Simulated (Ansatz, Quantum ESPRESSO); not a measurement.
# SrZrTe3 (Pm-3m): zone-centre phonons, part 3 of 3

Wanted: the vibrations of SrZrTe3 (Pm-3m) at Γ, by two programs.

Quantum ESPRESSO 8.0 development, patched; DFT LDA, scalar-relativistic, plane waves, PseudoDojo norm-conserving pseudopotentials.

So far, highest optical zone-centre mode (no LO-TO term) (cm⁻¹): step 6 (zone-centre analysis) 219; step 8 (ASR crystal) 219.

The structure was built from a prototype and need not be the compound's stable phase.

## (9) Cross-check with Ansatz

The same cell goes through another code at the same cutoff. The files are of one family, but Ansatz's library holds files of its own making for some heavy elements, so those for Te may differ. Its k mesh is centred on Γ.

This step: DFT LDA, scalar-relativistic, plane waves, norm-conserving pseudopotentials of its library (PseudoDojo's, some remade) (Ansatz 0.2.0).

input.yaml reads:

```yaml
crystal:
  lattice:
    - [5.5196839798, 0.0, 0.0]
    - [0.0, 5.5196839798, 0.0]
    - [0.0, 0.0, 5.5196839798]
  atoms:
    - { symbol: Sr, position: [0.0, 0.0, 0.0] }
    - { symbol: Zr, position: [0.5, 0.5, 0.5] }
    - { symbol: Te, position: [0.5, 0.5, 0.0] }
    - { symbol: Te, position: [0.5, 0.0, 0.5] }
    - { symbol: Te, position: [0.0, 0.5, 0.5] }
kpoints:
  mp_grid: { grid: [6, 6, 6] }
hamiltonian:
  xc: lda
  pseudopotentials: { kind: nc, accuracy: standard }
scf:
  occupations: { method: cold, width: 0.27211 }
output:
  eigenvalues: true
basis:
  ecutwfc: 1115.667
phonons:
  method: dfpt
```

Launch:

```
$ ansatz run input.yaml --threads 4 --pin off --max-ram 16384MiB --backend cpu --events-out ev --progress --plain --runs-dir out
```

Log:

```text
Warning: basis.ecutwfc = 1115.667 eV is below the records' recommended 1120 eV, and the density's cutoff is lower with it unless basis.ecutrho_ratio is high enough to keep the records' density cutoff: compare with a run at a higher cutoff
zone centre: on kpoints.mp_grid the ground state, and the responses unless they are solved on pairs of k-points, stand on 64 of the mesh's 216 k-points, reduced under 8 symmetry operations, with k and −k counted as one. Each operation leaves every solved displacement unchanged or reverses it
Engine: ansatz 0.2.0, aarch64-unknown-linux-gnu
Pseudopotentials: kind: nc
Pseudopotential: Sr, nc, valence charge 10, recommended cutoff 925.187132 eV (normal), Sr.nc.azcp (PseudoDojo's, or run here from an input of PseudoDojo's; its table is named by hamiltonian.pseudopotentials.accuracy)
Pseudopotential: Zr, nc, valence charge 12, recommended cutoff 952.398519 eV (normal), Zr.nc.azcp (PseudoDojo's, or run here from an input of PseudoDojo's; its table is named by hamiltonian.pseudopotentials.accuracy)
Pseudopotential: Te, nc, valence charge 16, recommended cutoff 1120 eV (normal), Te.nc.azcp (PseudoDojo's, or run here from an input of PseudoDojo's; its table is named by hamiltonian.pseudopotentials.accuracy)
Functional definition: SPW92
  exchange = slater_x
  correlation = pw_c
Crystal: 5 atoms, lattice volume = 168.168 Å³
Basis set: ecut = 1115.667 eV, 14147 PW (Γ), exchange–correlation on 128×128×128 points (8 copies of the dense FFT grid, shifted against one another)
Bands: 42, of which v1, the nominal top of the filled ones, is band 35 counted from 1 (34 counted from 0)
Symmetry: 48 space group operations
k-points: 64 of 216 (irreducible under 8 space group operations)
Non-local potential: Sr, projectors of the file, l = 0: 2, l = 1: 2, l = 2: 2
Non-local potential: Zr, projectors of the file, l = 0: 2, l = 1: 2, l = 2: 2
Non-local potential: Te, projectors of the file, l = 0: 3, l = 1: 2, l = 2: 2, l = 3: 2
Initial density: superposition of atomic densities (chi_scale 0.1, normalization cell, long waves kept (reshape's long-wave potential 0.00 eV rms))
Initial wavefunctions: pseudopotential atomic-orbital guess
Functional: x = slater, c = lda
SCF iter   1: F=—  HF=-10853.393493 eV  |F-HF|=—  |Δ(HF+E_count)|=         —  Δρ=4.26e-2  dr2=8.35e0  ethr=3.10e-3  ⟨swp⟩=8.5  Hψ=11578  notcnv=0
preconditioner: auto → Kerker (q_TF=auto, 2.357 Å⁻¹)  [metal: Δε(μ)=0.025 eV  Ē_g=6.246 eV  σ=0.272 eV  W_gap=0.06  n_scr=32 (ndim 8)  ℏωp=14.0 eV  f_vac=0.000  D(μ)=5.05/eV (n_scr^D=32)]
SCF iter   2: F=—  HF=-10852.072040 eV  |F-HF|=—  |Δ(HF+E_count)|=    1.32e0  S|Δr|=    0.00e0  Δρ=1.70e-2  dr2=5.17e-1  ethr=3.10e-3  ⟨swp⟩=3.0  Hψ=4667  notcnv=0  defer=3
SCF iter   3: F=—  HF=-10851.925780 eV  |F-HF|=—  |Δ(HF+E_count)|=   1.46e-1  S|Δr|=    0.00e0  Δρ=8.34e-3  dr2=1.49e-1  ethr=7.39e-4  ⟨swp⟩=2.0  Hψ=4799  notcnv=0  defer=3
SCF iter   4: F=—  HF=-10851.880473 eV  |F-HF|=—  |Δ(HF+E_count)|=   4.53e-2  S|Δr|=    0.00e0  Δρ=1.85e-3  dr2=1.32e-2  ethr=2.12e-4  ⟨swp⟩=2.1  Hψ=4285  notcnv=0  defer=3
SCF iter   5: F=—  HF=-10851.879035 eV  |F-HF|=—  |Δ(HF+E_count)|=   1.44e-3  S|Δr|=    0.00e0  Δρ=6.56e-4  dr2=1.83e-3  ethr=1.88e-5  ⟨swp⟩=2.0  Hψ=3587  notcnv=0  defer=3
SCF iter   6: F=—  HF=-10851.878821 eV  |F-HF|=—  |Δ(HF+E_count)|=   2.14e-4  S|Δr|=    0.00e0  Δρ=2.04e-4  dr2=1.73e-4  ethr=2.61e-6  ⟨swp⟩=2.0  Hψ=3508  notcnv=0  defer=3
SCF iter   7: F=—  HF=-10851.878806 eV  |F-HF|=—  |Δ(HF+E_count)|=   1.54e-5  S|Δr|=    0.00e0  Δρ=5.77e-5  dr2=7.44e-6  ethr=2.47e-7  ⟨swp⟩=2.0  Hψ=4126  notcnv=0  defer=3
SCF iter   8: F=—  HF=-10851.878785 eV  |F-HF|=—  |Δ(HF+E_count)|=   2.08e-5  S|Δr|=    0.00e0  Δρ=1.70e-5  dr2=6.51e-7  ethr=1.06e-8  ⟨swp⟩=2.0  Hψ=4686  notcnv=0  defer=3
SCF iter   9: F=—  HF=-10851.879309 eV  |F-HF|=—  |Δ(HF+E_count)|=   5.24e-4  S|Δr|=    0.00e0  Δρ=3.54e-6  dr2=3.09e-8  ethr=9.30e-10  ⟨swp⟩=2.2  Hψ=3968  notcnv=0  defer=3
SCF iter  10: F=—  HF=-10851.879309 eV  |F-HF|=—  |Δ(HF+E_count)|=   2.68e-9  S|Δr|=    0.00e0  Δρ=1.02e-6  dr2=3.32e-9  ethr=4.42e-11  ⟨swp⟩=2.5  Hψ=4421  notcnv=0  defer=3
SCF iter  11: F=—  HF=-10851.879309 eV  |F-HF|=—  |Δ(HF+E_count)|=  9.09e-11  S|Δr|=    0.00e0  Δρ=2.70e-7  dr2=2.72e-10  ethr=4.74e-12  ⟨swp⟩=2.1  Hψ=3383  notcnv=0  defer=3
SCF iter  12: F=-10851.879309 eV  HF=-10851.879309 eV  |F-HF|=0.00e0  |Δ(HF+E_count)|=  3.64e-11  S|Δr|=    0.00e0  Δρ=6.00e-8  dr2=6.15e-12  ethr=1.00e-12  ⟨swp⟩=8.2  Hψ=16293  notcnv=0
SCF 1 converged in 12 iterations: F = -10851.879309 eV  dr2 = 6.15e-12
DFPT response loops at Γ: preconditioner auto → Kerker (q_TF=auto, 2.357 Å⁻¹) (partly filled bands, converged f_vac=0.009); β = 1.00, the filter's whole step (`scf.mixing.beta` (0.50) is not read by the response loops under this deck's `scf.mixing.preconditioner`; to damp them name `kerker` or `kerker_dos`, under which they read `scf.mixing.beta`, and type it under 1.00, their step now; both keys bind the ground state too); Broyden in place of MSR1
SCF converged after 12 iterations
Stability not checked: this state was not tested for a lower state beside it, because cold or Methfessel-Paxton smearing, or corrected tetrahedra, fill the levels in a way that the test cannot read (fill_not_monotonic; see scf.lower_state_search)
Free energy (F): -10851.879309 eV
Harris-Foulkes:  -10851.879309 eV  (|F-HF|=0.00e0)
Internal energy: -10851.916592 eV  (E = F + TS)
E sigma→0 (E₀):  -10851.891737 eV
Entropy (-TS):   0.037284 eV (7.457 meV/atom)
Fermi energy:    8.847451 eV
Step filling:    the computed levels leave a gap of 0.1891 eV = 0.7 smearing widths at the electron count; against every level under it full and every level over it empty, smearing changes F+E_penalty+E_count by +20.359 meV and its σ→0 estimate by +7.931 meV
--- Per-component energies (eV) ---
  E_band       = -1030.850921
  E_kinetic    = 5270.308691
  E_local      = -8474.486208  (includes V_loc(G=0)·N_el)
  E_nonlocal   = -2067.635717
  E_hartree    = 2931.860720
  E_xc         = -2474.857375
  E_vxc        = -1622.758981  (∫ρ·V_xc dr)
  E_ewald      = -6037.106703
  E_smearing   = 0.037284  (= −TS)
  E_closure    = -0.000000  (closes the sum)
  Σ components = -10851.879309   (vs F -10851.879309, Δ=0.00e0)
--- Band table (eV; the first three rows and the last of 64) ---
  k-point 0: bands = [... 31 lower, 7.6331, 8.5596, 8.5596, 8.5596, 8.6087, 8.6087, 8.6087, 9.5418, ... 3 higher]
  k-point 1: bands = [... 31 lower, 7.3729, 7.6570, 8.3276, 8.3276, 8.5895, 9.4400, 9.4400, 10.0174, ... 3 higher]
  k-point 2: bands = [... 31 lower, 6.4936, 6.9810, 8.2417, 8.2417, 8.6532, 10.3813, 10.3813, 10.6633, ... 3 higher]
  k-point 63: bands = [... 31 lower, 5.3407, 9.1493, 9.1493, 9.1493, 9.5276, 10.7385, 10.7385, 10.7385, ... 3 higher]
--- Phonons (Γ-DFPT): 4 representative perturbations + reference, on 64 of 216 k-points (Σ response iterations 14) ---
  k mesh reduced under 8 symmetry operations, with k and −k counted as one. Each operation leaves every solved displacement unchanged or reverses it
  ASR residual: 2.571e-4 → 0.000e0 eV/Å²; symmetrization residual: 8.208e-5 eV/Å²
  ASR residual per site (eV/Å²): 1.36e-4 2.57e-4 1.70e-4 1.70e-4 1.70e-4
  Γ frequencies (cm⁻¹): -61.84 -61.84 -61.84 -45.71 -45.71 -45.71 -13.69 -13.69 -13.69 0.00 0.00 0.00 217.43 217.43 217.43
  non-analytic LO–TO correction: not included (Born effective charges unavailable; polar crystals: no LO–TO splitting at Γ)
```

Wall time 4.4 min (4 threads of Arm Neoverse V1, shared host); peak memory 5.6 GiB; 17 min of CPU time.

This step gave:

```yaml
sum_rule_residual_before_enforcement: 2.57e-4 eV/Å²
highest_optical_zone_centre_mode_no_lo_to_term: 217.4 cm⁻¹
lowest_optical_zone_centre_mode: -61.84 cm⁻¹
```

## (10) The two compared: QE PseudoDojo and Ansatz, library NC

Worked out from the results:

```yaml
root_mean_square_difference: 3.38 cm⁻¹
largest_difference: 6.6 cm⁻¹
```

The 12 of 12 modes that differ most. Frequencies side by side:

```csv
q (reciprocal lattice),mode,QE PseudoDojo (cm⁻¹),"Ansatz, library NC (cm⁻¹)"
0 0 0,1,-61.82,-61.84
0 0 0,2,-61.82,-61.84
0 0 0,3,-61.82,-61.84
0 0 0,4,-45.26,-45.71
0 0 0,5,-45.26,-45.71
0 0 0,6,-45.26,-45.71
0 0 0,7,-7.09,-13.69
0 0 0,8,-7.09,-13.69
0 0 0,9,-7.09,-13.69
0 0 0,13,218.8,217.4
0 0 0,14,218.8,217.4
0 0 0,15,218.8,217.4
```

At the zone centre the largest difference (acoustic modes at Γ apart) is 3 % of the highest mode.

## (11) Summary of results

| Item | Value |
| --- | --- |
| space group after relaxation | Pm-3m |
| volume per atom | 33.6 Å³ |
| highest optical zone-centre mode (no LO-TO term) | 218.8 cm⁻¹ |
| lowest optical zone-centre mode | -61.8 cm⁻¹ |
| imaginary optical modes at the zone centre (no q mesh in this session) | yes |
| largest difference from Ansatz, library NC | 6.6 cm⁻¹ |

**Reading.** At the LDA level the optical modes of SrZrTe3 (Pm-3m) at the zone centre run from 62i to 219 cm⁻¹, so the structure is a saddle point, with 6 modes beyond 10i cm⁻¹ there. Of the 12 optical modes, 9 are infrared active alone and 3 are silent. QE PseudoDojo and Ansatz, library NC differ by 3.4 cm⁻¹ in the root mean square and by 6.6 cm⁻¹ at most, 3.0 % of the highest mode compared (acoustic modes at Γ left out); the two use different potentials, and the cell was not relaxed for the second set. These are harmonic frequencies at zero temperature: anharmonic shifts and linewidths and thermal expansion are left out. Spin-orbit coupling is left out, which can matter for the heavy elements here. In a metal the frequencies hang on the k mesh and the smearing, most of all near Kohn anomalies. The total energies of the two programs lie far apart, so at least one potential file in Ansatz's library differs from the published one read by the first program. The build is a development version in which the Raman tensors of release 7.5 are mended; dynmat.x leaves out the electro-optic term of LO lines. The structure is a hypothetical one, built on a prototype.

[Host names and launcher messages were left out of these logs when they were recorded.]

[Logs are printed without paths, hosts, clocks, repeated set-up lines and the standing remarks that a program may print on its own settings, such as how far it seeks lower states.]

[Hosts, paths, dates, database ids (printed as entryN), source tags and the programs' standing remarks are cut or masked in the printed files.]
